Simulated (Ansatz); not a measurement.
# KTaO3 (Pm-3m): zone-centre modes under pressure, part 2 of 3

Aim: how do the optical modes of KTaO3 (Pm-3m) move with volume?

Ansatz 0.2.0; DFT PBE, scalar-relativistic, plane waves, PAW; PAW set soft_1.

So far. Step 3 (Tight relaxation): The forces vanish by symmetry and the pressure is 0.001 GPa, within the tolerances set. The cell now holds 13.02 Å³/atom.

**4. Modes at rest**

The modes at rest are the reference of the series, and the response to a field gives the dielectric tensor and the Born charges.

Contents of input.yaml:

```yaml
crystal:
  lattice:
    - [4.0231997987, 0.0, 0.0]
    - [0.0, 4.0231997987, 0.0]
    - [0.0, 0.0, 4.0231997987]
  atoms:
    - { symbol: O, position: [0.5, 0.0, 0.0] }
    - { symbol: O, position: [0.0, 0.5, 0.0] }
    - { symbol: O, position: [0.0, 0.0, 0.5] }
    - { symbol: K, position: [0.5, 0.5, 0.5] }
    - { symbol: Ta, position: [0.0, 0.0, 0.0] }
kpoints:
  mp_grid: { grid: [8, 8, 8] }
hamiltonian:
  xc: pbe
  pseudopotentials: { kind: paw, azcp: { folder: soft_1 } }
scf:
  occupations: { method: fixed }
output:
  eigenvalues: true
phonons:
  method: dfpt
  dielectric: true
  rigid_motions: translations
  raman: true
```

The run is started by

```
$ ansatz run input.yaml --threads 4 --pin off --max-ram 16384MiB --backend cpu --events-out ev --progress --plain --runs-dir out
```

Numbers of over 12 decimals in the logs are rounded to 6 here.

What it wrote:

```text
[...]
Crystal: 5 atoms, lattice volume = 65.120 Å³
Basis set: ecut = 420 eV, 1309 PW (Γ), exchange–correlation on 54×54×54 points (8 copies of the dense FFT grid, shifted against one another)
Bands: 25, of which v1, the nominal top of the filled ones, is band 20 counted from 1 (19 counted from 0)
Symmetry: 48 space group operations
k-points: 170 of 512 (irreducible under 2 space group operations, time reversal used)
[...]
SCF iter   1: F=—  HF=-13179.767606 eV  |F-HF|=—  |Δ(HF+E_count)|=         —  Δρ=5.60e-2  dr2=2.09e0  ethr=3.10e-3  ⟨swp⟩=4.3  Hψ=17998  notcnv=0  defer=440
[...]
SCF iter  10: F=-13179.258841 eV  HF=-13179.258841 eV  |F-HF|=1.46e-11  |Δ(HF+E_count)|=   1.09e-9  Δρ=1.18e-7  dr2=5.26e-12  ethr=1.00e-12  ⟨swp⟩=13.2  Hψ=27302  notcnv=0
SCF 1 converged in 10 iterations: F = -13179.258841 eV  dr2 = 5.26e-12
[...]
DFPT response loops at Γ: preconditioner auto → none (the input reference at scf.mixing.eps_inf says where Resta's filter doesn't serve); β = 0.50; Broyden in place of MSR1
── the response to a field inside a basis, on 8×8×8 k-points: an SCF that follows is theirs, and a resumed run solves both again ──
Bands: 21, of which v1, the nominal top of the filled ones, is band 20 counted from 1 (19 counted from 0)
k-points: 20
[...]
Eigensolver: Dense (20 Hₖ)
SCF iter   1: F=—  HF=-13179.254658 eV  |F-HF|=—  |Δ(HF+E_count)|=         —  Δρ=3.16e-4  dr2=1.08e-5  ethr=1.00e-1
[...]
SCF iter   6: F=-13179.254665 eV  HF=-13179.254665 eV  |F-HF|=3.64e-12  |Δ(HF+E_count)|=  3.27e-11  Δρ=2.02e-7  dr2=2.95e-11  ethr=1.86e-12
SCF 1 converged in 6 iterations: F = -13179.254665 eV  dr2 = 2.95e-11
[...]
SCF converged after 10 iterations
Free energy (F): -13179.258841 eV
[...]
Internal energy: -13179.258841 eV  (E = F + TS)
E sigma→0 (E₀):  -13179.258841 eV
Fermi energy:    8.374147 eV
[...]
--- Band table (eV; the first three rows and the last of 170) ---
  k-point 0: bands = [... 16 lower, 7.3552, 7.7392, 7.7392, 7.7392, 10.5451, 10.5451, 10.5451, 14.8034, ... 1 higher]
  k-point 1: bands = [... 16 lower, 7.2879, 7.3182, 7.6611, 7.6611, 10.5658, 11.0067, 11.0067, 14.9122, ... 1 higher]
  k-point 2: bands = [... 16 lower, 6.7461, 7.1321, 7.5884, 7.5884, 10.6167, 11.9722, 11.9722, 14.9267, ... 1 higher]
  k-point 169: bands = [... 16 lower, 4.5667, 8.3741, 8.3741, 8.3741, 14.6544, 14.6544, 14.6544, 17.2091, ... 1 higher]
--- Phonons (Γ-DFPT): 4 representative perturbations + reference, on 170 of 512 k-points (Σ response iterations 12) ---
  k mesh reduced under 2 symmetry operations, with k and −k counted as one. Each operation leaves every solved perturbation unchanged. A smaller set is not considered because the run solves the response to a homogeneous field
  ASR residual: 2.402e-3 → 0.000e0 eV/Å²; symmetrization residual: 5.814e-6 eV/Å²
  ASR residual per site (eV/Å²): 1.64e-3 1.64e-3 1.64e-3 3.04e-5 2.40e-3
  Γ frequencies (cm⁻¹): -73.26 -73.26 -73.26 0.00 0.00 0.00 178.12 178.12 178.12 265.08 265.08 265.08 504.06 504.06 504.06
  ε∞ (high-frequency dielectric tensor):
        5.390934     0.000000     0.000000
        0.000000     5.390934     0.000000
        0.000000     0.000000     5.390934
  softest optical mode at Γ: -73.26 cm⁻¹; the repairs (sum rule, projections) moved no ω² at Γ by more than (5.43 cm⁻¹)²
  Born effective charges Z* (e; rows j = field, columns β = displacement):
    site 0:
        -6.56811   -0.00000    0.00000
        -0.00000   -1.65434    0.00000
        -0.00000   -0.00000   -1.65434
    site 1:
        -1.65434    0.00000   -0.00000
         0.00000   -6.56811    0.00000
        -0.00000    0.00000   -1.65434
    site 2:
        -1.65434    0.00000    0.00000
        -0.00000   -1.65434    0.00000
         0.00000   -0.00000   -6.56811
    site 3:
         1.14932    0.00000    0.00000
        -0.00000    1.14932    0.00000
         0.00000   -0.00000    1.14932
    site 4:
         8.72746   -0.00000    0.00000
        -0.00000    8.72746    0.00000
        -0.00000   -0.00000    8.72746
  Z* charge neutrality: 6.312e-5 e pre-enforcement
  solved inside a basis spanned on kpoints, on 8×8×8 k-points transformed towards the longest dipole: ε∞ is read to err by 1.5e-2, Z* by 2.8e-2 e (field_mesh: kpoints solves on kpoints); Z* is corrected for what the basis lacks
  Raman tensors (in the event stream and the table raman_tensors.tsv): an entry may err by 1.2e-3 Å², one of the second-order susceptibility by 1.7e-19 pm/V (basis, points and sum rule); their sum over the sites missed zero by 9.953e-21 Å² ahead of its enforcement
  optical modes at Γ without the LO–TO term, one row a degenerate level:
      ω (cm⁻¹)  modes    IR ((D/Å)²/amu)  static Raman (Å⁴/amu)  depolarisation
        -73.26      3           169.0142                 0.0000               —
        178.12      3            14.3658                 0.0000               —
        265.08      3             0.0000                 0.0000               —
        504.06      3            58.3975                 0.0000               —
  optical modes at Γ + LO–TO along q̂ = [1.0000, 0.0000, 0.0000]:
      ω (cm⁻¹)  modes    IR ((D/Å)²/amu)  static Raman (Å⁴/amu)  depolarisation
        -73.26      2           112.6762                 0.0000               —
        168.39      1             0.0575                 0.0000               —
        178.12      2             9.5772                 0.0000               —
        265.08      3             0.0000                 0.0000               —
        401.78      1             5.9186                 0.0000               —
        504.06      2            38.9317                 0.0000               —
        761.77      1            74.6164                 0.0000               —
  optical modes at Γ + LO–TO along q̂ = [0.0000, 1.0000, 0.0000]:
      ω (cm⁻¹)  modes    IR ((D/Å)²/amu)  static Raman (Å⁴/amu)  depolarisation
        -73.26      2           112.6762                 0.0000               —
        168.39      1             0.0575                 0.0000               —
        178.12      2             9.5772                 0.0000               —
        265.08      3             0.0000                 0.0000               —
        401.78      1             5.9186                 0.0000               —
        504.06      2            38.9317                 0.0000               —
        761.77      1            74.6164                 0.0000               —
  optical modes at Γ + LO–TO along q̂ = [0.0000, 0.0000, 1.0000]:
      ω (cm⁻¹)  modes    IR ((D/Å)²/amu)  static Raman (Å⁴/amu)  depolarisation
        -73.26      2           112.6762                 0.0000               —
        168.39      1             0.0575                 0.0000               —
        178.12      2             9.5772                 0.0000               —
        265.08      3             0.0000                 0.0000               —
        401.78      1             5.9186                 0.0000               —
        504.06      2            38.9317                 0.0000               —
        761.77      1            74.6164                 0.0000               —
```

It took 2.2 min on 4 threads of Intel Xeon Platinum 8259CL at 2.50GHz (Skylake/Cascade Lake), shared host; peak memory 1.4 GiB.

This step gave:

```
sum-rule residual before enforcement                    : 0.002402 eV/Å²
miss of the charge sum rule                             : 6.31e-5 e
estimated error of the dielectric tensor                : 0.01457
estimated error of the Born charges                     : 0.02845 e
point group                                             : m-3m
highest optical mode at the zone centre (no LO-TO term) : 504.1 cm⁻¹
lowest optical zone-centre mode                         : -73.26 cm⁻¹
mean high-frequency dielectric constant                 : 5.391
largest Born charge (third of the trace)                : 8.727 e
top of the zone-centre spectrum with the field          : 761.8 cm⁻¹
```

Without the LO-TO term. Patterns of degenerate modes are one choice out of their space. The modes at Γ (shares of kinetic energy by element, %) (negative means imaginary):

| mode | frequency (cm⁻¹) | symmetry | O % | K % | Ta % |
| --- | --- | --- | --- | --- | --- |
| 1 | -73.3 | T1u | 72 | 2 | 26 |
| 2 | -73.3 | T1u | 72 | 2 | 26 |
| 3 | -73.3 | T1u | 72 | 2 | 26 |
| 4 | 0.0 | acoustic | 18 | 15 | 68 |
| 5 | 0.0 | acoustic | 18 | 15 | 68 |
| 6 | 0.0 | acoustic | 18 | 15 | 68 |
| 7 | 178.1 | T1u | 10 | 83 | 7 |
| 8 | 178.1 | T1u | 10 | 83 | 7 |
| 9 | 178.1 | T1u | 10 | 83 | 7 |
| 10 | 265.1 | T2u | 100 | 0 | 0 |
| 11 | 265.1 | T2u | 100 | 0 | 0 |
| 12 | 265.1 | T2u | 100 | 0 | 0 |
| 13 | 504.1 | T1u | 100 | 0 | 0 |
| 14 | 504.1 | T1u | 100 | 0 | 0 |
| 15 | 504.1 | T1u | 100 | 0 | 0 |

Displacements in mode 3 (-73.3 cm⁻¹), the largest set to 1:
```
O1   0.02 -0.04  0.87
O2   0.02 -0.05  0.87
O3   0.02 -0.04  1.00
K4   0.00 -0.01  0.18
Ta5 -0.01  0.01 -0.28
```

Displacements in mode 8 (178.1 cm⁻¹), the largest set to 1:
```
O1  -0.03 -0.11 -0.32
O2  -0.03 -0.11 -0.32
O3  -0.03 -0.11 -0.32
K4   0.10  0.35  1.00
Ta5 -0.01 -0.05 -0.13
```

Optical modes at the zone centre, without and with the macroscopic field of the longitudinal modes; each column is sorted by frequency, so a row need not hold one and the same mode. Modes with and without the field, by row:

| rank among optical modes | no field (cm⁻¹) | q along (1, 0, 0) (cm⁻¹) |
| --- | --- | --- |
| 1 | -73.3 | -73.3 |
| 2 | -73.3 | -73.3 |
| 3 | -73.3 | 168.4 |
| 4 | 178.1 | 178.1 |
| 5 | 178.1 | 178.1 |
| 6 | 178.1 | 265.1 |
| 7 | 265.1 | 265.1 |
| 8 | 265.1 | 265.1 |
| 9 | 265.1 | 401.8 |
| 10 | 504.1 | 504.1 |
| 11 | 504.1 | 504.1 |
| 12 | 504.1 | 761.8 |

Born charge (rows field, columns displacement) (e), principal values of the symmetric part by kind of site:

| atom | atoms with these values | low | middle | high | mean |
| --- | --- | --- | --- | --- | --- |
| O1 | 3 | -6.57 | -1.65 | -1.65 | -3.29 |
| K4 | 1 | 1.15 | 1.15 | 1.15 | 1.15 |
| Ta5 | 1 | 8.73 | 8.73 | 8.73 | 8.73 |

In full for K4:

```
1.15 0.00 0.00
0.00 1.15 0.00
0.00 0.00 1.15
```

High-frequency dielectric tensor:

```
5.39 0.00 0.00
0.00 5.39 0.00
0.00 0.00 5.39
```

Transverse modes; imaginary modes are left out. Lines of the infrared spectrum (strongest = 100):

| position (cm⁻¹) | label | relative intensity |
| --- | --- | --- |
| 178 | T1u | 25 |
| 265 | T2u | 0.0 |
| 504 | T1u | 100 |

Before it was imposed, the acoustic sum rule was missed by 0.0024 eV/Å² and the charge sum rule by 6.3e-5 e. Small misses are needed for a sound result but don't prove that mesh and cutoff are converged. The lowest optical mode is imaginary, 73.3i cm⁻¹, so the energy falls along it.

**5. Ground state of a member: 1.06 times the volume at rest**

The cell is set to 1.06 times the volume at rest; symmetry leaves nothing else free, so this is a single point.

input.yaml, the sections that differ from step 4:

```yaml
crystal:
  lattice:
    - [4.1021061019, 0.0, 0.0]
    - [0.0, 4.1021061019, 0.0]
    - [0.0, 0.0, 4.1021061019]
  atoms:
    - { symbol: O, position: [0.5, 0.0, 0.0] }
    - { symbol: O, position: [0.0, 0.5, 0.0] }
    - { symbol: O, position: [0.0, 0.0, 0.5] }
    - { symbol: K, position: [0.5, 0.5, 0.5] }
    - { symbol: Ta, position: [0.0, 0.0, 0.0] }
output:
  forces: true
  stress: true
  eigenvalues: true
# kpoints, hamiltonian, scf: as in step 4
# phonons: removed
```

What it wrote:

```text
[...]
Crystal: 5 atoms, lattice volume = 69.027 Å³
Basis set: ecut = 420 eV, 1357 PW (Γ), exchange–correlation on 60×60×60 points (8 copies of the dense FFT grid, shifted against one another)
Bands: 25, of which v1, the nominal top of the filled ones, is band 20 counted from 1 (19 counted from 0)
Symmetry: 48 space group operations
[...]
k-points: 35 of 512
[...]
SCF iter   1: F=—  HF=-13179.706033 eV  |F-HF|=—  |Δ(HF+E_count)|=         —  Δρ=5.39e-2  dr2=2.16e0  ethr=3.10e-3  ⟨swp⟩=4.2  Hψ=3684  notcnv=0  defer=81
[...]
SCF iter   8: F=-13179.134776 eV  HF=-13179.134776 eV  |F-HF|=4.00e-8  |Δ(HF+E_count)|=   5.98e-7  Δρ=5.76e-6  dr2=2.58e-8  ethr=2.50e-10  ⟨swp⟩=10.5  Hψ=4393  notcnv=0
SCF 1 converged in 8 iterations: F = -13179.134776 eV  dr2 = 2.58e-8
[...]
SCF converged after 8 iterations
Free energy (F): -13179.134776 eV
[...]
Internal energy: -13179.134776 eV  (E = F + TS)
E sigma→0 (E₀):  -13179.134776 eV
Fermi energy:    7.615690 eV
[...]
--- Stress (GPa, compression-positive) ---
       -9.647966       0.000000       0.000000
        0.000000      -9.647966       0.000000
        0.000000       0.000000      -9.647966
  P = ⅓ Tr σ = -9.6480 GPa (-96.480 kbar)
--- Band table (eV; the first three rows and the last of 35) ---
  k-point 0: bands = [... 16 lower, 6.6804, 6.9703, 6.9703, 6.9703, 9.6476, 9.6476, 9.6476, 13.5030, ... 1 higher]
  k-point 1: bands = [... 16 lower, 6.5903, 6.6211, 6.8995, 6.8995, 9.6650, 10.0741, 10.0741, 13.5092, ... 1 higher]
  k-point 2: bands = [... 16 lower, 6.0704, 6.4834, 6.8383, 6.8383, 9.7079, 10.9604, 10.9604, 13.5221, ... 1 higher]
  k-point 34: bands = [... 16 lower, 3.9966, 7.6157, 7.6157, 7.6157, 13.3890, 13.3890, 13.3890, 16.2802, ... 1 higher]
```

Wall time 1.6 s (4 threads); peak memory 0.45 GiB.

This step gave:

| Quantity | Value |
| --- | --- |
| pressure | -9.648 GPa |
| gap on the k-mesh | 2.032 eV |
| volume per atom | 13.81 Å³ |

The forces vanish by symmetry, at a pressure of -9.65 GPa.

**6. Modes of this member: 1.06 times the volume at rest**

The zone-centre modes follow for 1.06 times the volume at rest, with the response to a field.

input.yaml, as its differences from that of step 5:

```diff
@@ -19,4 +19,6 @@
 output:
-  forces: true
-  stress: true
   eigenvalues: true
+phonons:
+  method: dfpt
+  dielectric: true
+  rigid_motions: translations
```

What it wrote:

```text
[...]
Crystal: 5 atoms, lattice volume = 69.027 Å³
Basis set: ecut = 420 eV, 1357 PW (Γ), exchange–correlation on 60×60×60 points (8 copies of the dense FFT grid, shifted against one another)
Bands: 25, of which v1, the nominal top of the filled ones, is band 20 counted from 1 (19 counted from 0)
Symmetry: 48 space group operations
k-points: 170 of 512 (irreducible under 2 space group operations, time reversal used)
[...]
SCF iter   1: F=—  HF=-13179.705035 eV  |F-HF|=—  |Δ(HF+E_count)|=         —  Δρ=5.39e-2  dr2=2.16e0  ethr=3.10e-3  ⟨swp⟩=4.2  Hψ=17899  notcnv=0  defer=413
[...]
SCF iter  10: F=-13179.134776 eV  HF=-13179.134776 eV  |F-HF|=5.28e-11  |Δ(HF+E_count)|=   2.16e-9  Δρ=1.52e-7  dr2=1.43e-11  ethr=1.00e-12  ⟨swp⟩=11.5  Hψ=29271  notcnv=0
SCF 1 converged in 10 iterations: F = -13179.134776 eV  dr2 = 1.43e-11
[...]
Bands: 21, of which v1, the nominal top of the filled ones, is band 20 counted from 1 (19 counted from 0)
k-points: 20 of 512
[...]
Eigensolver: Dense (20 Hₖ)
SCF iter   1: F=—  HF=-13179.130223 eV  |F-HF|=—  |Δ(HF+E_count)|=         —  Δρ=3.12e-4  dr2=1.15e-5  ethr=1.00e-1
[...]
SCF iter   4: F=-13179.130230 eV  HF=-13179.130230 eV  |F-HF|=2.98e-9  |Δ(HF+E_count)|=   3.92e-7  Δρ=5.30e-6  dr2=1.99e-8  ethr=1.25e-9
SCF 1 converged in 4 iterations: F = -13179.130230 eV  dr2 = 1.99e-8
[...]
SCF converged after 10 iterations
Free energy (F): -13179.134776 eV
[...]
Internal energy: -13179.134776 eV  (E = F + TS)
E sigma→0 (E₀):  -13179.134776 eV
Fermi energy:    7.615774 eV
[...]
--- Band table (eV; the first three rows and the last of 170) ---
  k-point 0: bands = [... 16 lower, 6.6805, 6.9704, 6.9704, 6.9704, 9.6476, 9.6476, 9.6476, 13.5031, ... 1 higher]
  k-point 1: bands = [... 16 lower, 6.5904, 6.6212, 6.8996, 6.8996, 9.6651, 10.0741, 10.0741, 13.5093, ... 1 higher]
  k-point 2: bands = [... 16 lower, 6.0705, 6.4835, 6.8384, 6.8384, 9.7080, 10.9604, 10.9604, 13.5222, ... 1 higher]
  k-point 169: bands = [... 16 lower, 3.9967, 7.6158, 7.6158, 7.6158, 13.3891, 13.3891, 13.3891, 16.2802, ... 1 higher]
[...]
ASR residual: 6.698e-4 → 0.000e0 eV/Å²; symmetrization residual: 3.606e-6 eV/Å²
  ASR residual per site (eV/Å²): 2.74e-4 2.74e-4 2.74e-4 6.22e-5 6.70e-4
[...]
ε∞ (high-frequency dielectric tensor):
        5.544158     0.000000     0.000000
        0.000000     5.544158     0.000000
        0.000000     0.000000     5.544158
[...]
Born effective charges Z* (e; rows j = field, columns β = displacement):
    site 0:
        -6.68108   -0.00000    0.00000
        -0.00000   -1.63910    0.00000
        -0.00000   -0.00000   -1.63910
    site 1:
        -1.63910    0.00000    0.00000
         0.00000   -6.68108    0.00000
        -0.00000    0.00000   -1.63910
    site 2:
        -1.63910    0.00000    0.00000
        -0.00000   -1.63910    0.00000
         0.00000   -0.00000   -6.68108
    site 3:
         1.14337    0.00000    0.00000
        -0.00000    1.14337    0.00000
         0.00000   -0.00000    1.14337
    site 4:
         8.81592    0.00000    0.00000
        -0.00000    8.81592    0.00000
         0.00000   -0.00000    8.81592
  Z* charge neutrality: 3.222e-3 e pre-enforcement
  solved inside a basis spanned on kpoints, on 8×8×8 k-points, its susceptibility summed on 12×12×12: ε∞ is read to err by 1.6e-2, Z* by 3.8e-2 e (field_mesh: kpoints solves on kpoints); Z* is corrected for what the basis lacks
  optical modes at Γ without the LO–TO term, one row a degenerate level:
      ω (cm⁻¹)  modes    IR ((D/Å)²/amu)
       -212.66      3           218.5398
        157.69      3             6.5328
        274.82      3             0.0000
        447.61      3            23.3155
  optical modes at Γ + LO–TO along q̂ = [1.0000, 0.0000, 0.0000]:
      ω (cm⁻¹)  modes    IR ((D/Å)²/amu)
       -212.66      2           145.6932
        149.40      1             0.0914
        157.69      2             4.3552
        274.82      3             0.0000
        399.82      1             4.8851
        447.61      2            15.5436
        677.68      1            77.8195
  optical modes at Γ + LO–TO along q̂ = [0.0000, 1.0000, 0.0000]:
      ω (cm⁻¹)  modes    IR ((D/Å)²/amu)
       -212.66      2           145.6932
        149.40      1             0.0914
        157.69      2             4.3552
        274.82      3             0.0000
        399.82      1             4.8851
        447.61      2            15.5436
        677.68      1            77.8195
  optical modes at Γ + LO–TO along q̂ = [0.0000, 0.0000, 1.0000]:
      ω (cm⁻¹)  modes    IR ((D/Å)²/amu)
       -212.66      2           145.6932
        149.40      1             0.0914
        157.69      2             4.3552
        274.82      3             0.0000
        399.82      1             4.8851
        447.61      2            15.5436
        677.68      1            77.8195
```

Elapsed: 68 s, on 4 threads; peak memory 1.4 GiB.

This step gave:

| Property | Result |
| --- | --- |
| sum-rule residual before enforcement | 6.70e-4 eV/Å² |
| miss of the charge sum rule | 0.003222 e |
| estimated error of the dielectric tensor | 0.01615 |
| estimated error of the Born charges | 0.03809 e |
| highest optical mode at the zone centre (no LO-TO term) | 447.6 cm⁻¹ |
| lowest optical zone-centre mode | -212.7 cm⁻¹ |
| mean high-frequency dielectric constant | 5.544 |
| largest Born charge (third of the trace) | 8.816 e |
| top of the zone-centre spectrum with the field | 677.7 cm⁻¹ |

Without the LO-TO term. Patterns of degenerate modes are one choice out of their space. Modes at Γ, with each element's share of the kinetic energy (negative means imaginary):

| mode | frequency (cm⁻¹) | symmetry | O % | K % | Ta % |
| --- | --- | --- | --- | --- | --- |
| 1 | -212.7 | T1u | 78 | 0 | 21 |
| 2 | -212.7 | T1u | 78 | 0 | 21 |
| 3 | -212.7 | T1u | 78 | 0 | 21 |
| 4 | 0.0 | acoustic | 18 | 15 | 68 |
| 5 | 0.0 | acoustic | 18 | 15 | 68 |
| 6 | 0.0 | acoustic | 18 | 15 | 68 |
| 7 | 157.7 | T1u | 6 | 85 | 9 |
| 8 | 157.7 | T1u | 6 | 85 | 9 |
| 9 | 157.7 | T1u | 6 | 85 | 9 |
| 10 | 274.8 | T2u | 100 | 0 | 0 |
| 11 | 274.8 | T2u | 100 | 0 | 0 |
| 12 | 274.8 | T2u | 100 | 0 | 0 |
| 13 | 447.6 | T1u | 98 | 0 | 2 |
| 14 | 447.6 | T1u | 98 | 0 | 2 |
| 15 | 447.6 | T1u | 98 | 0 | 2 |

Displacements in mode 3 (-212.7 cm⁻¹), the largest set to 1:
```
O1  -0.10  0.06  0.54
O2  -0.06  0.12  0.54
O3  -0.06  0.06  1.00
K4  -0.01  0.01  0.06
Ta5  0.02 -0.02 -0.20
```

Displacements in mode 15 (447.6 cm⁻¹), the largest set to 1:
```
O1   1.00  0.00  0.00
O2  -0.81  0.00  0.00
O3  -0.81  0.00  0.00
K4  -0.02  0.00  0.00
Ta5  0.06  0.00  0.00
```

Transverse modes; imaginary modes are left out. Infrared lines, with heights relative to the strongest:

| position (cm⁻¹) | label | relative intensity |
| --- | --- | --- |
| 158 | T1u | 28 |
| 275 | T2u | 0.0 |
| 448 | T1u | 100 |

Without the LO-TO term the lowest optical mode is imaginary, 212.7i cm⁻¹, so the energy falls along it, and the highest lies at 447.6 cm⁻¹.

For the mean high-frequency dielectric constant, step 4 gave 5.39; this run, with volume ratio 1.06, gives 5.54 (+3 %).

(Continued in part 3 of 3.)

[Logs are printed without paths, hosts, clocks, repeated set-up lines and the standing remarks that a program may print on its own settings, such as how far it seeks lower states.]

[Hosts, paths, dates, database ids (printed as entryN), source tags and the programs' standing remarks are cut or masked in the printed files.]
